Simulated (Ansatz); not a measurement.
## Converging the field response of a SrTiO3 (001), TiO2 faces film

Which settings does the induced dipole of a SrTiO3 (001), TiO2 faces film need, and which can be cut?

Main program and level: Ansatz 0.2.0; plane-wave DFT, PBE, Ansatz PAW, in the first sound run; inputs show where later runs differ.

### Step 1. The structure

The cell holds 13 atoms: 3 Ti, 8 O and 2 Sr. Cell: a = 3.905 Å, b = 3.905 Å, c = 25.810 Å, α = 90.0°, β = 90.0°, γ = 90.0°. It derives from SrTiO3 (perovskite SrTiO3). Vacuum lies along c.

### Step 2. Run, setting first choice

The first choice: the default cutoff of 420 eV, a 8×8×1 mesh, 18 Å of vacuum, 0.1 V/Å and a tight threshold. Each later run changes one input against this one; other functionals and files bring their own cutoffs.

input.yaml

```yaml
crystal:
  lattice:
    - [3.905, 0.0, 0.0]
    - [0.0, 3.905, 0.0]
    - [0.0, 0.0, 25.81]
  atoms:
    - { symbol: Ti, position: [0.5, 0.5, 0.3487020535] }
    - { symbol: O, position: [0.0, 0.5, 0.3487020535] }
    - { symbol: O, position: [0.5, 0.0, 0.3487020535] }
    - { symbol: Sr, position: [0.0, 0.0, 0.4243510267] }
    - { symbol: O, position: [0.5, 0.5, 0.4243510267] }
    - { symbol: Ti, position: [0.5, 0.5, 0.5] }
    - { symbol: O, position: [0.0, 0.5, 0.5] }
    - { symbol: O, position: [0.5, 0.0, 0.5] }
    - { symbol: Sr, position: [0.0, 0.0, 0.5756489733] }
    - { symbol: O, position: [0.5, 0.5, 0.5756489733] }
    - { symbol: Ti, position: [0.5, 0.5, 0.6512979465] }
    - { symbol: O, position: [0.0, 0.5, 0.6512979465] }
    - { symbol: O, position: [0.5, 0.0, 0.6512979465] }
kpoints:
  mp_grid: { grid: [8, 8, 1] }
hamiltonian:
  xc: pbe
scf:
  occupations: { method: fixed }
  convergence: { dr2_threshold: 1.0e-10 }
efield:
  axis: 3
  dipole_correction: true
  ramp_position: 0.97
  ramp_width: 0.06
  amplitude: 0.1
output:
  write_potential: true
  write_density: true
  volumetric_format: npy
```

Run with:

```bash
ansatz run input.yaml --threads 4 --pin off --max-ram 6144MiB --backend cpu --events-out ev --progress --plain --runs-dir out
```

Numbers of over 12 decimals in the logs are rounded to 6 here.

Output:

```text
Engine: ansatz 0.2.0, aarch64-unknown-linux-gnu
Pseudopotentials: kind: paw
Pseudopotential: Ti, paw, valence charge 12, recommended cutoff 420 eV (normal), Ti.paw.azcp
Pseudopotential: O, paw, valence charge 6, recommended cutoff 420 eV (normal), O.paw.azcp
Pseudopotential: Sr, paw, valence charge 10, recommended cutoff 420 eV (normal), Sr.paw.azcp
Functional definition: PBE
  parameter kappa = 0.804
  parameter beta = 0.066725
  exchange = pbe_x(kappa = kappa, mu = beta*pi^2/3)
  correlation = pbe_c(beta = beta)
Crystal: 13 atoms, lattice volume = 393.577 Å³
Basis set: ecut = 420 eV, 7751 PW (Γ)
Bands: 65, of which v1, the nominal top of the filled ones, is band 52 counted from 1 (51 counted from 0)
Symmetry: 8 space group operations
k-points: 15 of 64
Non-local potential: Ti, projectors of the file, l = 0: 3, l = 1: 2, l = 2: 3, l = 3: 1
Non-local potential: O, projectors of the file, l = 0: 2, l = 1: 2, l = 2: 1
Non-local potential: Sr, projectors of the file, l = 0: 3, l = 1: 2, l = 2: 2
PAW form: soft (Blöchl's): semilocal exchange-correlation on the pseudo side does not see the compensation charge
PAW one-centre angular grid: Ti, 590 points (default); XC on 64 Gauss nodes
PAW one-centre angular grid: O, 110 points (default); XC on 64 Gauss nodes
PAW one-centre angular grid: Sr, 110 points (default); XC on 64 Gauss nodes
Initial density: superposition of atomic densities (neutral atoms: chi_scale 0, normalization atom, screened)
Initial wavefunctions: pseudopotential atomic-orbital guess
Functional: x = pbe(κ = 0.804, μ = 0.219515), c = pbe(β = 0.066725)
SCF iter   1: F=—  HF=-19165.400961 eV  |F-HF|=—  |Δ(HF+E_count)|=         —  Δρ=1.30e-1  dr2=7.71e1  ethr=3.10e-3  p=0.091 e·Å  D=4.17e-2 V/Å  ΔV_dip=-1.08 eV  dr2_dipole=1.68e-3  V_vac-E_F(+/−)=12.70/11.42 eV  ⟨swp⟩=5.8  Hψ=3806  notcnv=0  defer=151
efield: sawtooth ramp at fractional position 0.9700 (set: `efield.ramp_position`, or a place that a band, a saddle search or an elastic batch's reference lends), width 0.0600; the density the first Hamiltonian is built on has a dipole p = 0.091 e·Å; the dipole correction subtracts the counter field D = 4.17e-2 V/Å, which shifts the + side's vacuum level by -1.08 eV against the − side's; the planar-averaged density in the ramp window peaks in size at 7.7e-7 e/Å³
preconditioner: auto → Resta (q_TF=auto, 2.186 Å⁻¹)  ε∞=2.3  [insulator: Δε(μ)=4.919 eV  Ē_g=14.210 eV  n_scr=68 (ndim 8)  ℏωp=16.3 eV  f_vac=0.550  ε∞_Penn≈2.3  vacuum switching on, ρ_ref=1.5e-2 e/Å³]
SCF iter   2: F=—  HF=-19154.083102 eV  |F-HF|=—  |Δ(HF+E_count)|=    1.13e1  Δρ=1.45e-1  dr2=8.55e1  ethr=3.10e-3  p=0.070 e·Å  D=3.20e-2 V/Å  ΔV_dip=-0.83 eV  dr2_dipole=1.94e-1  V_vac-E_F(+/−)=5.99/4.46 eV  ⟨swp⟩=4.5  Hψ=2772  notcnv=0  defer=137  κ⁻¹=1.0e0(r=1)
SCF iter   3: F=—  HF=-19147.806030 eV  |F-HF|=—  |Δ(HF+E_count)|=    6.28e0  Δρ=4.30e-2  dr2=1.02e1  ethr=3.10e-3  p=0.168 e·Å  D=7.71e-2 V/Å  ΔV_dip=-1.99 eV  dr2_dipole=5.57e-2  V_vac-E_F(+/−)=6.89/6.52 eV  ⟨swp⟩=4.1  Hψ=2509  notcnv=0  defer=144  κ⁻¹=1.3e-2(r=2)
SCF iter   4: F=—  HF=-19146.038124 eV  |F-HF|=—  |Δ(HF+E_count)|=    1.77e0  Δρ=2.12e-2  dr2=2.43e0  ethr=3.10e-3  p=0.115 e·Å  D=5.28e-2 V/Å  ΔV_dip=-1.36 eV  dr2_dipole=1.30e-2  V_vac-E_F(+/−)=6.24/5.24 eV  ⟨swp⟩=2.7  Hψ=1665  notcnv=0  defer=124  κ⁻¹=1.3e-3(r=3)
SCF iter   5: F=—  HF=-19145.610993 eV  |F-HF|=—  |Δ(HF+E_count)|=   4.27e-1  Δρ=6.74e-3  dr2=1.50e-1  ethr=2.34e-3  p=0.074 e·Å  D=3.42e-2 V/Å  ΔV_dip=-0.88 eV  dr2_dipole=1.12e-5  V_vac-E_F(+/−)=5.83/4.35 eV  ⟨swp⟩=2.6  Hψ=1395  notcnv=0  defer=138  κ⁻¹=7.4e-4(r=4)
SCF iter   6: F=—  HF=-19145.629310 eV  |F-HF|=—  |Δ(HF+E_count)|=   1.83e-2  Δρ=5.76e-3  dr2=1.52e-1  ethr=1.44e-4  p=0.065 e·Å  D=2.97e-2 V/Å  ΔV_dip=-0.77 eV  dr2_dipole=6.02e-4  V_vac-E_F(+/−)=5.35/3.75 eV  ⟨swp⟩=3.0  Hψ=1941  notcnv=0  defer=159  κ⁻¹=6.6e-5(r=5)
SCF iter   7: F=—  HF=-19145.609344 eV  |F-HF|=—  |Δ(HF+E_count)|=   2.00e-2  Δρ=1.65e-3  dr2=1.29e-2  ethr=1.44e-4  p=0.068 e·Å  D=3.14e-2 V/Å  ΔV_dip=-0.81 eV  dr2_dipole=2.45e-4  V_vac-E_F(+/−)=5.35/3.80 eV  ⟨swp⟩=2.4  Hψ=1268  notcnv=0  defer=160  κ⁻¹=1.6e-5(r=6)
SCF iter   8: F=—  HF=-19145.607951 eV  |F-HF|=—  |Δ(HF+E_count)|=   1.39e-3  Δρ=6.73e-4  dr2=1.81e-3  ethr=1.24e-5  p=0.072 e·Å  D=3.33e-2 V/Å  ΔV_dip=-0.86 eV  dr2_dipole=1.57e-6  V_vac-E_F(+/−)=5.33/3.83 eV  ⟨swp⟩=2.7  Hψ=1298  notcnv=0  defer=163  κ⁻¹=1.7e-6(r=7)
SCF iter   9: F=—  HF=-19145.608052 eV  |F-HF|=—  |Δ(HF+E_count)|=   1.01e-4  Δρ=3.03e-4  dr2=3.91e-4  ethr=1.74e-6  p=0.074 e·Å  D=3.40e-2 V/Å  ΔV_dip=-0.88 eV  dr2_dipole=6.79e-6  V_vac-E_F(+/−)=5.33/3.85 eV  ⟨swp⟩=2.3  Hψ=1643  notcnv=0  defer=164  κ⁻¹=3.5e-7(r=8)
SCF iter  10: F=—  HF=-19145.608025 eV  |F-HF|=—  |Δ(HF+E_count)|=   2.71e-5  Δρ=1.69e-4  dr2=1.23e-4  ethr=3.76e-7  p=0.073 e·Å  D=3.37e-2 V/Å  ΔV_dip=-0.87 eV  dr2_dipole=2.07e-7  V_vac-E_F(+/−)=5.32/3.83 eV  ⟨swp⟩=2.3  Hψ=1269  notcnv=0  defer=162  κ⁻¹=2.5e-7(r=8)
SCF iter  11: F=—  HF=-19145.608034 eV  |F-HF|=—  |Δ(HF+E_count)|=   9.48e-6  Δρ=3.84e-5  dr2=6.70e-6  ethr=1.18e-7  p=0.073 e·Å  D=3.36e-2 V/Å  ΔV_dip=-0.87 eV  dr2_dipole=1.18e-7  V_vac-E_F(+/−)=5.32/3.83 eV  ⟨swp⟩=2.0  Hψ=1634  notcnv=0  defer=163  κ⁻¹=1.2e-6(r=8)
SCF iter  12: F=—  HF=-19145.608315 eV  |F-HF|=—  |Δ(HF+E_count)|=   2.80e-4  Δρ=1.20e-5  dr2=4.24e-7  ethr=6.44e-9  p=0.073 e·Å  D=3.37e-2 V/Å  ΔV_dip=-0.87 eV  dr2_dipole=2.55e-10  V_vac-E_F(+/−)=5.32/3.83 eV  ⟨swp⟩=2.7  Hψ=1604  notcnv=0  defer=129  κ⁻¹=3.4e-7(r=8)
SCF iter  13: F=—  HF=-19145.608315 eV  |F-HF|=—  |Δ(HF+E_count)|=   9.94e-8  Δρ=6.00e-6  dr2=8.66e-8  ethr=4.07e-10  p=0.073 e·Å  D=3.37e-2 V/Å  ΔV_dip=-0.87 eV  dr2_dipole=7.23e-12  V_vac-E_F(+/−)=5.32/3.83 eV  ⟨swp⟩=2.2  Hψ=1439  notcnv=0  defer=130  κ⁻¹=4.3e-7(r=8)
SCF iter  14: F=—  HF=-19145.608315 eV  |F-HF|=—  |Δ(HF+E_count)|=   4.66e-8  Δρ=1.65e-6  dr2=6.40e-9  ethr=8.33e-11  p=0.073 e·Å  D=3.37e-2 V/Å  ΔV_dip=-0.87 eV  dr2_dipole=2.23e-12  V_vac-E_F(+/−)=5.32/3.83 eV  ⟨swp⟩=2.1  Hψ=1465  notcnv=0  defer=130  κ⁻¹=5.8e-8(r=8)
SCF iter  15: F=—  HF=-19145.608315 eV  |F-HF|=—  |Δ(HF+E_count)|=   5.42e-9  Δρ=7.46e-7  dr2=1.62e-9  ethr=6.15e-12  p=0.073 e·Å  D=3.37e-2 V/Å  ΔV_dip=-0.87 eV  dr2_dipole=3.80e-12  V_vac-E_F(+/−)=5.32/3.83 eV  ⟨swp⟩=2.0  Hψ=1442  notcnv=0  defer=130  κ⁻¹=4.7e-7(r=8)
SCF iter  16: F=—  HF=-19145.608315 eV  |F-HF|=—  |Δ(HF+E_count)|=  5.89e-10  Δρ=2.29e-7  dr2=1.67e-10  ethr=1.56e-12  p=0.073 e·Å  D=3.37e-2 V/Å  ΔV_dip=-0.87 eV  dr2_dipole=1.56e-15  V_vac-E_F(+/−)=5.32/3.83 eV  ⟨swp⟩=2.0  Hψ=1394  notcnv=0  defer=130  κ⁻¹=2.6e-7(r=8)
SCF iter  17: F=-19145.608315 eV  HF=-19145.608315 eV  |F-HF|=2.55e-11  |Δ(HF+E_count)|=  1.64e-10  Δρ=1.22e-7  dr2=4.65e-11  ethr=1.00e-12  p=0.073 e·Å  D=3.37e-2 V/Å  ΔV_dip=-0.87 eV  dr2_dipole=8.23e-14  V_vac-E_F(+/−)=5.32/3.83 eV  ⟨swp⟩=19.2  Hψ=4847  notcnv=0
SCF 1 converged in 17 iterations: F = -19145.608315 eV  dr2 = 4.65e-11
  greatest PAW one-centre occupation: 0.999 electrons in one spin orbital (limit 2), on the Ti atom at site 5 (counted from 0), in its partial waves of l = 0
WARN: The output density's exchange-correlation potential varies sharply where the density is thin. Do not read a vacuum level from v_tot or v_xc, or from such a field of the output density. On a cell that repeats whose density bears no net charge and no dipole along the vacuum's axis use v_es (v_loc + v_h of the components); under efield.dipole_correction with no amplitude use v_es + v_field, which holds any externa [...]
SCF converged after 17 iterations
Stability not checked: this state was not tested for a lower state beside it, because the mixer in use, unlike msr1, does not test its closes by its own steps (another_mixer; see scf.mixing.algorithm and scf.lower_state_search)
Free energy (F): -19145.608315 eV
Harris-Foulkes:  -19145.608315 eV  (|F-HF|=2.55e-11)
Internal energy: -19145.608315 eV  (E = F + TS)
E sigma→0 (E₀):  -19145.608315 eV
Fermi energy:    1.147624 eV
Dipole field:    D = 0.033675 V/Å  (p = 0.073244 e·Å, saw-weighted, corrected)
Work function:   not extracted (applied field tilts the vacuum); planar V_es + V_field profile in the machine report
Levels:          The Fermi level and band energies are counted from a zero that moves with the ramp; work functions are not
--- Per-component energies (eV) ---
  E_band       = -1568.029949
  E_kinetic    = 2707.648850
  E_local      = -110011.036908  (includes V_loc(G=0)·N_el)
  E_nonlocal   = 795.607630
  E_hartree    = 53628.156815
  E_xc         = -1235.329174
  E_vxc        = -1450.963029  (∫ρ·V_xc dr)
  E_paw        = -9787.550678  (= ΣΔE_a)
  E_vpaw       = -865.615098  (= ΣTr[D̂ρ^β])
  E_aug_tail   = 0.020089  (compensation charges beyond the density's cutoff)
  E_efield     = -0.006091  (sawtooth field / dipole correction)
  E_vefield    = -0.004858  (∫n·V_field dr)
  E_ewald      = 44756.881151
  E_smearing   = -0.000000  (= −TS)
  E_closure    = -0.000000  (closes the sum)
  Σ components = -19145.608315   (vs F -19145.608315, Δ=0.00e0)
--- Band table (eV; the first three rows and the last of 15) ---
  k-point 0: bands = [... 48 lower, 0.2810, 0.2810, 0.4035, 0.4035, 2.1126, 2.1874, 2.1874, 2.5029, ... 9 higher]
  k-point 1: bands = [... 48 lower, -0.0340, 0.0401, 0.0882, 0.1621, 2.2002, 2.4433, 2.5037, 2.8116, ... 9 higher]
  k-point 2: bands = [... 48 lower, -0.3705, -0.3496, -0.2821, -0.2406, 2.2377, 2.8156, 3.1357, 3.1553, ... 9 higher]
  k-point 14: bands = [... 48 lower, 0.0269, 0.1667, 1.0243, 1.1476, 4.0683, 4.0683, 4.0964, 4.2763, ... 9 higher]
```

It took 17 s on 4 threads of Arm Neoverse V2, shared host; peak memory 1 GiB; 65 s of CPU time.

This step gave:

```
gap on the k-mesh                       : 0.9649 eV
dipole along the normal                 : 0.07324 e·Å
equivalent conductor thickness p/(ε₀AE) : 8.691 Å
```

Running mean over 3.905 Å of the planar mean, with the applied field; the ramp of the sawtooth is left out. Table of electron's electrostatic potential energy less the highest filled level by z:

z (Å), electron's electrostatic potential energy less the highest filled level (eV) and a bar from the least value:
```
      3.5       4.10 ###########################
      4.0       4.15 ############################
      4.5       4.20 ############################
      5.0       4.24 ############################
      5.5       4.27 ############################
      6.0       4.23 ############################
      6.5       3.80 ###########################
      7.0       2.26 #######################
      7.5       0.50 ###################
      8.0      -0.35 ################
      8.5      -1.22 ##############
      9.0      -3.44 #########
      9.5      -5.65 ###
     10.0      -6.44 #
     10.5      -6.73 #
     11.0      -6.88 
     11.5      -6.96 
     12.0      -7.01 
     12.5      -7.02 
     13.0      -7.02 
     13.5      -7.00 
     14.0      -6.96 
     14.5      -6.89 
     15.0      -6.76 #
     15.5      -6.56 #
     16.0      -6.15 ##
     16.5      -4.86 #####
     17.0      -2.31 ############
     17.5      -0.58 ################
     18.0       0.14 ##################
     18.5       1.39 #####################
     19.0       3.34 ##########################
     19.5       4.53 #############################
     20.0       4.81 #############################
     20.5       4.92 #############################
     21.0       4.98 ##############################
     21.5       5.03 ##############################
     22.0       5.08 ##############################
     22.5       5.13 ##############################
```

The dipole corresponds to a conductor 8.691 Å thick.

### Step 3. Single point, box 25.8 Å

Edit input.yaml of step 2 so:

```diff
@@ -32,2 +32,4 @@
   amplitude: 0.1
+basis:
+  ecutwfc: "250 eV"
 output:
```

Output:

```text
Warning: basis.ecutwfc = 250 eV is below the records' recommended 420 eV, and the density's cutoff is lower with it unless basis.ecutrho_ratio is high enough to keep the records' density cutoff: compare with a run at a higher cutoff
[...]
k-point 0: bands = [... 48 lower, 0.2330, 0.2330, 0.3549, 0.3549, 2.0772, 2.1458, 2.1458, 2.4707, ... 9 higher]
  k-point 1: bands = [... 48 lower, -0.0992, -0.0094, 0.0216, 0.1104, 2.1497, 2.4067, 2.4376, 2.7559, ... 9 higher]
  k-point 2: bands = [... 48 lower, -0.4308, -0.4208, -0.3453, -0.3027, 2.1881, 2.7474, 3.0809, 3.0933, ... 9 higher]
  k-point 14: bands = [... 48 lower, -0.1037, 0.0415, 0.8943, 1.0246, 3.9807, 3.9807, 4.0438, 4.2309, ... 9 higher]
[key lines of the parts left out:]
SCF converged after 17 iterations
Free energy (F): -19128.528013 eV
Fermi energy:    1.024616 eV
Dipole field:    D = 0.033731 V/Å  (p = 0.073367 e·Å, saw-weighted, corrected)
```

Wall time 7.1 s (4 threads); peak memory 0.63 GiB.

The dipole corresponds to a conductor 8.706 Å thick, +0.17 % from the first choice, at 0.43 times its CPU time.

### Step 4. Run, box 25.8 Å

Edit input.yaml of step 3 so:

```diff
@@ -33,3 +33,3 @@
 basis:
-  ecutwfc: "250 eV"
+  ecutwfc: "330 eV"
 output:
```

Output:

```text
[...]
Crystal: 13 atoms, lattice volume = 393.577 Å³
Basis set: ecut = 330 eV, 5329 PW (Γ)
Bands: 65, of which v1, the nominal top of the filled ones, is band 52 counted from 1 (51 counted from 0)
Symmetry: 8 space group operations
k-points: 15 of 64
[...]
k-point 0: bands = [... 48 lower, 0.2851, 0.2851, 0.4072, 0.4072, 2.0987, 2.1745, 2.1745, 2.4919, ... 9 higher]
  k-point 1: bands = [... 48 lower, -0.0337, 0.0428, 0.0880, 0.1642, 2.1862, 2.4273, 2.4894, 2.7971, ... 9 higher]
  k-point 2: bands = [... 48 lower, -0.3726, -0.3516, -0.2863, -0.2413, 2.2231, 2.8004, 3.1169, 3.1389, ... 9 higher]
  k-point 14: bands = [... 48 lower, 0.0247, 0.1625, 1.0219, 1.1449, 4.0501, 4.0501, 4.0776, 4.2607, ... 9 higher]
[key lines of the parts left out:]
SCF converged after 17 iterations
Free energy (F): -19144.037176 eV
Fermi energy:    1.144885 eV
Dipole field:    D = 0.033691 V/Å  (p = 0.073279 e·Å, saw-weighted, corrected)
```

Run time: 10 s. Hardware: 4 threads; peak memory 0.8 GiB.

The dipole corresponds to a conductor 8.696 Å thick, +0.05 % from the first choice, at 0.63 times its CPU time.

### Step 5. Run, box 25.8 Å (run 2)

Edit input.yaml of step 4 so:

```diff
@@ -33,3 +33,3 @@
 basis:
-  ecutwfc: "330 eV"
+  ecutwfc: "600 eV"
 output:
```

Output:

```text
[...]
Crystal: 13 atoms, lattice volume = 393.577 Å³
Basis set: ecut = 600 eV, 13111 PW (Γ)
Bands: 65, of which v1, the nominal top of the filled ones, is band 52 counted from 1 (51 counted from 0)
Symmetry: 8 space group operations
k-points: 15 of 64
[...]
k-point 0: bands = [... 48 lower, 0.2814, 0.2814, 0.4038, 0.4038, 2.1126, 2.1874, 2.1874, 2.5030, ... 9 higher]
  k-point 1: bands = [... 48 lower, -0.0338, 0.0406, 0.0884, 0.1625, 2.2002, 2.4434, 2.5037, 2.8117, ... 9 higher]
  k-point 2: bands = [... 48 lower, -0.3700, -0.3496, -0.2820, -0.2401, 2.2378, 2.8157, 3.1357, 3.1553, ... 9 higher]
  k-point 14: bands = [... 48 lower, 0.0269, 0.1668, 1.0242, 1.1475, 4.0682, 4.0682, 4.0965, 4.2763, ... 9 higher]
[key lines of the parts left out:]
SCF converged after 17 iterations
Free energy (F): -19145.657593 eV
Fermi energy:    1.147468 eV
Dipole field:    D = 0.033675 V/Å  (p = 0.073246 e·Å, saw-weighted, corrected)
```

Elapsed: 26 s, on 4 threads; peak memory 1.6 GiB; 1.7 min of CPU time.

The dipole corresponds to a conductor 8.692 Å thick, +0.00 % from the first choice, at 1.6 times its CPU time.

(Continued in part 2 of 3.)

[Logs are printed without paths, hosts, clocks, repeated set-up lines and the standing remarks that a program may print on its own settings, such as how far it seeks lower states.]

[Hosts, paths, dates, database ids (printed as entryN), source tags and the programs' standing remarks are cut or masked in the printed files.]

[Maps of the electrostatic potential energy from Ansatz leave out the sawtooth potential of an applied field or a dipole correction, so their vacuum need not be flat; planar profiles and work functions include it.]
